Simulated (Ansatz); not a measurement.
The compound is LiMoN2 (R3m).

```xyz
4
Lattice="-1.6693 0.0000 5.2990 0.8347 -1.4457 5.2990 0.8347 1.4457 5.2990" Properties=species:S:1:pos:R:3 pbc="T T T"
Li    0.0000    0.0000    6.5749
Mo    0.0000    0.0000    9.3144
N     0.0000    0.0000   13.3952
N     0.0000    0.0000   15.8422
```

The cell and positions are those that the Materials Project relaxed with its own functionals (PBE, PBE+U or r2SCAN), kept fixed. PAW set soft_2, made with PBE.

A constrained-RPA run (Ansatz 0.2.0; non-magnetic LDA; Mo d + anion p, bands v7 to c4, 6×6×6 mesh, medium accuracy) builds 11 functions on bands 13 eV wide, with 13.0 electrons in the window. The bare on-site interaction is 14.6 eV and the bare J 0.56 eV.

Estimate U, U′ and J.

On the Mo d shell, U = 7.58 eV (52 % of the bare value), U′ = 6.70 eV, J = 0.43 eV.

The parent state is non-magnetic and the interaction static (zero frequency); U depends on the window and the orbitals, so it belongs to this model alone. A window that holds the anion p bands defines a model with explicit ligands; its U belongs to that model and is not the U of DFT+U.

[Paths, hosts, dates, memory and timing lines, banners, echoed tables and standing remarks are left out of the program output.]

[Logs are printed without paths, hosts, clocks, repeated set-up lines and the standing remarks that a program may print on its own settings, such as how far it seeks lower states.]

[Runs of the session that timed out or met a known fault of the program may be left out.]

[Hosts, paths, dates, database ids (printed as entryN), source tags and the programs' standing remarks are cut or masked in the printed files.]
